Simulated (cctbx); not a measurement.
# Accept or mend?

Cell a = 8.4320 Å, b = 8.4320 Å, c = 8.4320 Å, α = 90.00°, β = 90.00°, γ = 90.00°; space group P4_332 (no. 212). The compound is Mn3FeCu2O8.

Simulated single-crystal data (cctbx): Ga Kα, λ = 1.3414 Å, to d = 0.83 Å, 70 % of the full sphere, strongest reflection 70000 counts, noise from counting, a 3 % proportional error and a noise floor of 15 counts (s.d.); no absorption.

An anisotropic refinement with weights 1/σ² prints:

```text
Rint 0.033, 189 unique reflections to 0.83 A
cycle     R1     wR2    GooF  max shift (A)
   1  0.1426  0.3077  14.352   0.12399
  12  0.1107  0.2231  10.405   0.00016
final R1 0.1107 wR2 0.2231 GooF 10.405  parameters 19  data/parameter 9.9
atom        x        y        z      Ueq    occ   su(xyz)  su(Uiso or U11)
Cu1    1.00091  0.49909  0.50091   0.0048  1.000  0.00045  0.0014
Fe1    0.87500  0.37500  0.12500   0.0049  1.000  0.00000  0.0020  NPD
Mn1    0.87463  0.62463  0.87500   0.0015  1.000  0.00036  0.0017  NPD
O1     0.88389  0.60544  0.10925  -0.0033  1.000  0.00149  0.0055  NPD
difference map: max 6.04 min -2.73 rms 0.75
Q1    0.1119  0.3881  0.6119    8    6.28  1.62 A from Cu1
Q2    0.1037  0.1463  0.6250   12    2.29  0.26 A from Mn1
Q3    0.1250  0.8750  0.3750    4    2.10  0.00 A from Fe1
Q4    0.0194  0.0194  0.0194    8    1.84  0.30 A from Cu1
Q5    0.1212  0.1215  0.3775   24    1.83  0.18 A from O1
Q6    0.0037  0.0381  0.7547   24    1.80  1.67 A from Mn1
```

Q: Accept it or mend it, and why?

Mend it. The fault: an atom left out, O at (0.8879, 0.1121, 0.6121). Against the right model at the same level, R1 goes from 0.0128 to 0.1107 and GooF from 0.99 to 10.40, the top difference peak, 6.3 e/Å³, lies 1.62 Å from Cu1 and Fe1, Mn1 and O1 go non-positive-definite. Q1 is the missing atom. With scattering power missing, scale and phases suffer, so peaks may also grow on the heavy atoms.

The compound is Mn3FeCu2O8. The right model at the same level gives:

```text
Rint 0.033, 189 unique reflections to 0.83 A
cycle     R1     wR2    GooF  max shift (A)
   1  0.0136  0.0221   1.039   0.00080
   2  0.0128  0.0211   0.995   0.00000
final R1 0.0128 wR2 0.0211 GooF 0.995  parameters 22  data/parameter 8.6
atom        x        y        z      Ueq    occ   su(xyz)  su(Uiso or U11)
Cu1    0.99531  0.50469  0.49531   0.0076  1.000  0.00004  0.0001
Fe1    0.87500  0.37500  0.12500   0.0070  1.000  0.00000  0.0002
Mn1    0.87587  0.62587  0.87500   0.0062  1.000  0.00004  0.0002
O1     0.89980  0.62562  0.11101   0.0072  1.000  0.00017  0.0007
O2     0.88801  0.11199  0.61199   0.0077  1.000  0.00017  0.0006
Flack x: -0.02(3)
Hooft y: -0.007(33)  Bijvoet pairs: 49
difference map: max 0.37 min -0.36 rms 0.11
Q1    0.0010  0.4368  0.4565   24    0.37  0.66 A from Cu1
Q2    0.0712  0.0712  0.0712    8    0.33  0.97 A from Cu1
Q3    0.9970  0.3158  0.0977   24    0.28  1.17 A from Fe1
Q4    0.0638  0.5539  0.6579   24    0.26  1.54 A from Cu1
Q5    0.0421  0.8787  0.5603   24    0.26  0.82 A from O1
Q6    0.0490  0.3118  0.6205   24    0.25  0.87 A from O2
```

The model is made up (kin elements in a known structure type, no relaxation), so it says nothing on whether the phase exists.

[Middle refinement cycles are left out of these outputs.]

[Logs are printed without paths, hosts, clocks, repeated set-up lines and the standing remarks that a program may print on its own settings, such as how far it seeks lower states.]
